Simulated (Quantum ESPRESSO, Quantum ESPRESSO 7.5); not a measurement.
## Work-function anisotropy of Ni

Wanted: work functions of Ni face by face, under two functionals.

Main program and level: Quantum ESPRESSO 7.5; plane-wave DFT, PBE, PseudoDojo norm-conserving pseudopotentials (geometry by pw.x at PBE, GBRV ultrasoft).

Experimental background.

For Ni (clean single-crystal faces), “Anisotropic work function of elemental crystals” (2019, arxiv:1902.07811) quotes earlier work: work function of (111) (clean (111) face) 5.36 eV; work function of (100) (clean (100) face) 5.17 eV; work function of (110) (clean (110) face) 4.55 eV.

**1. Set-up**

The cell holds 5 atoms: 5 Ni. Cell: a = 2.489 Å, b = 2.489 Å, c = 24.129 Å, α = 90.0°, β = 90.0°, γ = 60.0°. It derives from Ni. Vacuum lies along c.

**2. Relaxation with pw.x of (111), PBE**

BFGS moves the free atoms until their forces fall under forc_conv_thr; those flagged 0 0 0 are held.

File 111.relax.in:

```
&control
  prefix = '111.relax'
  outdir = './out'
  pseudo_dir = './pseudo'
  nstep = 40
  forc_conv_thr = 0.001
  calculation = 'relax'
/
&system
  ibrav = 0
  nat = 5
  ntyp = 1
  ecutwfc = 40
  ecutrho = 200
  occupations = 'smearing'
  smearing = 'mv'
  degauss = 0.02
  nspin = 2
  starting_magnetization(1) = 0.12
/
&electrons
  conv_thr = 1e-07
  mixing_beta = 0.4
  electron_maxstep = 120
  mixing_mode = 'local-TF'
/
&ions
/
ATOMIC_SPECIES
  Ni  58.6934  ni_pbe_v1.4.uspp.F.UPF
CELL_PARAMETERS angstrom
  2.48901586977665 0.00000000000000 0.00000000000000
  1.24450793488832 2.15555097364920 0.00000000000000
  0.00000000000000 0.00000000000000 24.12909179018993
ATOMIC_POSITIONS crystal
  Ni  0.666666666700 0.666666666700 0.331549984125
  Ni  0.000000000000 0.000000000000 0.415774992063
  Ni  0.333333333300 0.333333333300 0.500000000000 0 0 0
  Ni  0.666666666700 0.666666666700 0.584225007937
  Ni  0.000000000000 0.000000000000 0.668450015875
K_POINTS automatic
  12 12 1 0 0 0
```

Started as:

```console
OMP_NUM_THREADS=1 mpirun -n 4 pw.x -nk 4 -in 111.relax.in > 111.relax.out
```

What it wrote:

```text
Program PWSCF v.7.5 starts
[citation notice left out]

     Parallel version (MPI & OpenMP), running on       4 processor cores
     Number of MPI processes:                 4
     Threads/MPI process:                     1

     MPI processes distributed on     1 nodes
[...]
Current dimensions of program PWSCF are:
     Max number of different atomic species (ntypx) = 10
     Max number of k-points (npk) =  40000
     Max angular momentum in pseudopotentials (lmaxx) =  4
     Message from routine setup:
     using ibrav=0 with symmetry is DISCOURAGED, use correct ibrav instead

     K-points division:     npool     =       4
     Subspace diagonalization in iterative solution of the eigenvalue problem:
     a serial algorithm will be used

     G-vector sticks info
     --------------------
     sticks:   dense  smooth     PW     G-vecs:    dense   smooth      PW
     Sum         313     253     85                41833    30003    5951

     Using Slab Decomposition

     bravais-lattice index     =            0
     lattice parameter (alat)  =       4.7036  a.u.
     unit-cell volume          =     873.6220 (a.u.)^3
     number of atoms/cell      =            5
     number of atomic types    =            1
     number of electrons       =        90.00
     number of Kohn-Sham states=           54
     kinetic-energy cutoff     =      40.0000  Ry
     charge density cutoff     =     200.0000  Ry
     scf convergence threshold =      1.0E-07
     mixing beta               =       0.4000
     number of iterations used =            8  local-TF  mixing
     energy convergence thresh.=      1.0E-04
     force convergence thresh. =      1.0E-03
     Exchange-correlation=  SLA  PW   PBX  PBC
                           (   1   4   3   4   0   0   0)
     nstep                     =           40

     celldm(1)=   4.703558  celldm(2)=   0.000000  celldm(3)=   0.000000
     celldm(4)=   0.000000  celldm(5)=   0.000000  celldm(6)=   0.000000

     crystal axes: (cart. coord. in units of alat)
               a(1) = (   1.000000   0.000000   0.000000 )
               a(2) = (   0.500000   0.866025   0.000000 )
               a(3) = (   0.000000   0.000000   9.694230 )

     reciprocal axes: (cart. coord. in units 2 pi/alat)
               b(1) = (  1.000000 -0.577350  0.000000 )
               b(2) = (  0.000000  1.154701  0.000000 )
               b(3) = (  0.000000  0.000000  0.103154 )

     PseudoPot. # 1 for Ni read from file:
     ./pseudo/ni_pbe_v1.4.uspp.F.UPF
     Pseudo is Ultrasoft + core correction, Zval = 18.0
     Generated by new atomic code, or converted to UPF format
     Using radial grid of  865 points,  6 beta functions with:
                l(1) =   0
                l(2) =   0
                l(3) =   1
                l(4) =   1
                l(5) =   2
                l(6) =   2
     Q(r) pseudized with 10 coefficients,  rinner =    0.980   0.980   0.980
                                                       0.980   0.980

     atomic species   valence    mass     pseudopotential
     Ni               18.00    58.69340     Ni( 1.00)

     Starting magnetic structure
     atomic species   magnetization
     Ni              0.120

     12 Sym. Ops., with inversion, found ( 6 have fractional translation)

   Cartesian axes

     site n.     atom                  positions (alat units)
         1        Ni     tau(   1) = (   1.0000000   0.5773503   3.2141217  )
         2        Ni     tau(   2) = (   0.0000000   0.0000000   4.0306183  )
         3        Ni     tau(   3) = (   0.5000000   0.2886751   4.8471149  )
         4        Ni     tau(   4) = (   1.0000000   0.5773503   5.6636115  )
         5        Ni     tau(   5) = (   0.0000000   0.0000000   6.4801081  )

     number of k points=    19  Marzari-Vanderbilt smearing, width (Ry)=  0.0200
                       cart. coord. in units 2pi/alat
        k(    1) = (   0.0000000   0.0000000   0.0000000), wk =   0.0069444
        k(    2) = (   0.0000000   0.0962250   0.0000000), wk =   0.0416667
        k(    3) = (   0.0000000   0.1924501   0.0000000), wk =   0.0416667
        k(    4) = (   0.0000000   0.2886751   0.0000000), wk =   0.0416667
        k(    5) = (   0.0000000   0.3849002   0.0000000), wk =   0.0416667
        k(    6) = (   0.0000000   0.4811252   0.0000000), wk =   0.0416667
        k(    7) = (   0.0000000  -0.5773503   0.0000000), wk =   0.0208333
        k(    8) = (   0.0833333   0.1443376   0.0000000), wk =   0.0416667
        k(    9) = (   0.0833333   0.2405626   0.0000000), wk =   0.0833333
        k(   10) = (   0.0833333   0.3367877   0.0000000), wk =   0.0833333
[...]
k(   19) = (   0.3333333  -0.5773503   0.0000000), wk =   0.0138889

     Dense  grid:    41833 G-vectors     FFT dimensions: (  24,  24, 216)

     Smooth grid:    30003 G-vectors     FFT dimensions: (  24,  24, 192)

     Estimated max dynamical RAM per process >     115.88 MB

     Estimated total dynamical RAM >     402.24 MB

     Check: negative core charge=   -0.000016
     Generating pointlists ...
     new r_m :   0.4125 (alat units)  1.9402 (a.u.) for type    1

     Initial potential from superposition of free atoms

     starting charge      80.0000, renormalised to      90.0000

     negative rho (up, down):  1.251E-03 9.832E-04
     Starting wfcs are   65 randomized atomic wfcs

     total cpu time spent up to now is        1.7 secs

     per-process dynamical memory:    76.9 Mb

     Self-consistent Calculation

     iteration #  1     ecut=    40.00 Ry     beta= 0.40
     Davidson diagonalization with overlap
     ethr =  1.00E-02,  avg # of iterations =  9.9

     negative rho (up, down):  1.989E-01 1.940E-01

     total cpu time spent up to now is       10.0 secs

     total energy              =   -1662.01620115 Ry
     estimated scf accuracy    <    1466.54796362 Ry

     total magnetization       =     0.68 Bohr mag/cell
     absolute magnetization    =     0.80 Bohr mag/cell

     iteration #  2     ecut=    40.00 Ry     beta= 0.40
[...]
negative rho (up, down):  9.384E-02 9.119E-02

[...]
total energy              =   -1715.61866897 Ry
     estimated scf accuracy    <      15.99504447 Ry

     total magnetization       =     5.50 Bohr mag/cell
     absolute magnetization    =     5.91 Bohr mag/cell

     iteration #  3     ecut=    40.00 Ry     beta= 0.40
[...]
negative rho (up, down):  3.251E-02 3.128E-02

[...]
3.5361   3.6077   3.6465   3.7034   3.7373   3.8321   3.9694   4.2882
     5.9501   8.0822  10.1151  12.1756  12.8905  13.1211

          k = 0.0000 0.4811 0.0000 (  3750 PWs)   bands (ev):

   -99.1751 -99.1743 -99.1474 -98.8998 -98.8998 -59.6549 -59.6365 -59.6196
   -59.5692 -59.5425 -59.5270 -59.5211 -59.5163 -59.4712 -59.4187 -59.4183
   -59.3105 -59.3105 -59.1534 -59.1533  -0.2657  -0.0278   0.1646   0.5006
     0.5550   0.7487   0.9482   1.4425   1.9251   2.1191   2.2822   2.3795
     2.4174   2.6727   3.0869   3.2087   3.4411   3.6491   3.7330   3.8206
     3.8595   3.8920   3.9632   4.0355   4.0548   4.1355   4.7968   5.4069
     6.9961   8.7279  10.9016  11.4080  11.9262  12.9036

[...]
the Fermi energy is     4.6554 ev

!    total energy              =   -1716.29297396 Ry
     estimated scf accuracy    <       0.00000007 Ry
     smearing contrib. (-TS)   =      -0.00021085 Ry
     internal energy E=F+TS    =   -1716.29276311 Ry

     The total energy is F=E-TS. E is the sum of the following terms:
     one-electron contribution =  -14798.12477689 Ry
     hartree contribution      =    7413.61506038 Ry
     xc contribution           =    -177.67556490 Ry
     ewald contribution        =    5845.89251830 Ry

     total magnetization       =     3.57 Bohr mag/cell
     absolute magnetization    =     4.14 Bohr mag/cell

     convergence has been achieved in  23 iterations

     negative rho (up, down):  2.540E-04 3.497E-04

     Forces acting on atoms (cartesian axes, Ry/au):

     atom    1 type  1   force =     0.00000000    0.00000000    0.00717921
     atom    2 type  1   force =     0.00000000    0.00000000   -0.00509778
     atom    3 type  1   force =     0.00000000   -0.00000000    0.00000000
     atom    4 type  1   force =     0.00000000    0.00000000    0.00509778
     atom    5 type  1   force =     0.00000000    0.00000000   -0.00717921

     Total force =     0.012452     Total SCF correction =     0.002533
     SCF correction compared to forces is large: reduce conv_thr to get better values

     BFGS Geometry Optimization
     Energy error            =      1.6E-04 Ry
     Gradient error          =      7.2E-03 Ry/Bohr

     number of scf cycles    =   1
     number of bfgs steps    =   0

     energy             new  =   -1716.2929739613 Ry

     new trust radius        =       0.0071792121 bohr
     new conv_thr            =       0.0000001000 Ry

ATOMIC_POSITIONS (crystal)
Ni               0.6666666667        0.6666666667        0.3317074321
Ni               0.0000000000        0.0000000000        0.4156631922
Ni               0.3333333333        0.3333333333        0.5000000000    0   0   0
Ni               0.6666666667        0.6666666667        0.5843368078
Ni               0.0000000000        0.0000000000        0.6682925679

[...]
NEW-OLD atomic charge density approx. for the potential

     Check: negative core charge=   -0.000016

     negative rho (up, down):  3.007E-04 2.945E-04
     Generating pointlists ...

     total cpu time spent up to now is       89.6 secs

     per-process dynamical memory:   136.5 Mb

     Self-consistent Calculation

     iteration #  1     ecut=    40.00 Ry     beta= 0.40
     Davidson diagonalization with overlap
     ethr =  1.00E-06,  avg # of iterations =  5.4

     negative rho (up, down):  2.194E-04 2.731E-04

     total cpu time spent up to now is       95.5 secs

     total energy              =   -1716.29254487 Ry
     estimated scf accuracy    <       0.00695679 Ry

     total magnetization       =     3.57 Bohr mag/cell
     absolute magnetization    =     4.14 Bohr mag/cell

[...]
iteration # 14     ecut=    40.00 Ry     beta= 0.40
[...]
negative rho (up, down):  2.549E-04 3.515E-04

     Magnetic moment per site  (integrated on atomic sphere of radius R)
     atom   1 (R=0.412)  charge= 16.6239  magn=  0.7700
     atom   2 (R=0.412)  charge= 16.6975  magn=  0.7705
     atom   3 (R=0.412)  charge= 16.7003  magn=  0.7295
     atom   4 (R=0.412)  charge= 16.6975  magn=  0.7705
     atom   5 (R=0.412)  charge= 16.6239  magn=  0.7700

[...]
End of self-consistent calculation

 ------ SPIN UP ------------

[...]
the Fermi energy is     4.6548 ev

!    total energy              =   -1716.29310801 Ry
     estimated scf accuracy    <       0.00000002 Ry
     smearing contrib. (-TS)   =      -0.00021546 Ry
     internal energy E=F+TS    =   -1716.29289255 Ry

     The total energy is F=E-TS. E is the sum of the following terms:
     one-electron contribution =  -14807.21931076 Ry
     hartree contribution      =    7418.17621947 Ry
     xc contribution           =    -177.67832152 Ry
     ewald contribution        =    5850.42852025 Ry

     total magnetization       =     3.57 Bohr mag/cell
     absolute magnetization    =     4.14 Bohr mag/cell

     convergence has been achieved in  14 iterations

     negative rho (up, down):  2.549E-04 3.515E-04

     Forces acting on atoms (cartesian axes, Ry/au):

     atom    1 type  1   force =     0.00000000    0.00000000    0.00532348
     atom    2 type  1   force =     0.00000000   -0.00000000   -0.00404494
     atom    3 type  1   force =     0.00000000   -0.00000000    0.00000000
     atom    4 type  1   force =     0.00000000   -0.00000000    0.00404494
     atom    5 type  1   force =     0.00000000   -0.00000000   -0.00532348

     Total force =     0.009455     Total SCF correction =     0.001342
     SCF correction compared to forces is large: reduce conv_thr to get better values
     Energy error            =      1.3E-04 Ry
     Gradient error          =      5.3E-03 Ry/Bohr

     number of scf cycles    =   2
     number of bfgs steps    =   1

     energy             old  =   -1716.2929739613 Ry
     energy             new  =   -1716.2931080079 Ry

     CASE: energy            _new < energy            _old

     new trust radius        =       0.0078971333 bohr
     new conv_thr            =       0.0000000013 Ry

ATOMIC_POSITIONS (crystal)
Ni               0.6666666667        0.6666666667        0.3318806248
Ni               0.0000000000       -0.0000000000        0.4155316243
Ni               0.3333333333        0.3333333333        0.5000000000    0   0   0
Ni               0.6666666667        0.6666666667        0.5844683757
Ni               0.0000000000       -0.0000000000        0.6681193752

[...]
NEW-OLD atomic charge density approx. for the potential

     Check: negative core charge=   -0.000016

     negative rho (up, down):  3.024E-04 2.975E-04
     Generating pointlists ...

     total cpu time spent up to now is      136.2 secs

     per-process dynamical memory:   137.4 Mb

     Self-consistent Calculation

     iteration #  1     ecut=    40.00 Ry     beta= 0.40
     Davidson diagonalization with overlap
     ethr =  1.00E-06,  avg # of iterations =  5.2

     negative rho (up, down):  2.233E-04 2.761E-04

     total cpu time spent up to now is      142.1 secs

     total energy              =   -1716.29219406 Ry
     estimated scf accuracy    <       0.01209942 Ry

     total magnetization       =     3.57 Bohr mag/cell
     absolute magnetization    =     4.14 Bohr mag/cell

[...]
iteration # 15     ecut=    40.00 Ry     beta= 0.40
[...]
negative rho (up, down):  2.561E-04 3.532E-04

     Magnetic moment per site  (integrated on atomic sphere of radius R)
     atom   1 (R=0.412)  charge= 16.6260  magn=  0.7705
     atom   2 (R=0.412)  charge= 16.6986  magn=  0.7709
     atom   3 (R=0.412)  charge= 16.6986  magn=  0.7291
     atom   4 (R=0.412)  charge= 16.6986  magn=  0.7709
     atom   5 (R=0.412)  charge= 16.6260  magn=  0.7705

[...]
End of self-consistent calculation

 ------ SPIN UP ------------

[...]
-59.3564
[key lines of the parts left out:]
total energy              =   -1716.29334025 Ry
total magnetization       =     3.58 Bohr mag/cell
```

The job ended after 8.7 min (4 MPI ranks of Arm Neoverse V2, shared host; peak memory 0.57 GiB; 35 min of CPU time).

Relaxation path:

| step | energy less that of the first step (eV) | largest force (eV/Å) |
| --- | --- | --- |
| 1 | 0.0000 | 0.1846 |
| 2 | -0.0018 | 0.1369 |
| 3 | -0.0033 | 0.1004 |
| 4 | -0.0043 | 0.0495 |
| 5 | -0.0045 | 0.0496 |
| 6 | -0.0047 | 0.0602 |
| 7 | -0.0050 | 0.0569 |
| 8 | -0.0054 | 0.0440 |
| 9 | -0.0055 | 0.0115 |

The atoms that moved most (Å):

```
atom     dx     dy      dz  length
 Ni1  0.000  0.000   0.037   0.037
 Ni5  0.000  0.000  -0.037   0.037
```

The relaxation lowers the energy by 1 meV an atom. On the free atoms the largest force ends at 0.011 eV/Å.

Numbers from this step:

* free energy: -23351.3611 eV
* Fermi energy: 4.658 eV
* magnetization: 3.58 μB
* absolute magnetization: 4.14 μB
* site moments: 0.7727, 0.7718, 0.7285, 0.7718, 0.7727 μB

[end of part 1 of 6]

[Logs are printed without paths, hosts, clocks, repeated set-up lines and the standing remarks that a program may print on its own settings, such as how far it seeks lower states.]

[Hosts, paths, dates, database ids (printed as entryN), source tags and the programs' standing remarks are cut or masked in the printed files.]

[Maps of the electrostatic potential energy from Ansatz leave out the sawtooth potential of an applied field or a dipole correction, so their vacuum need not be flat; planar profiles and work functions include it.]
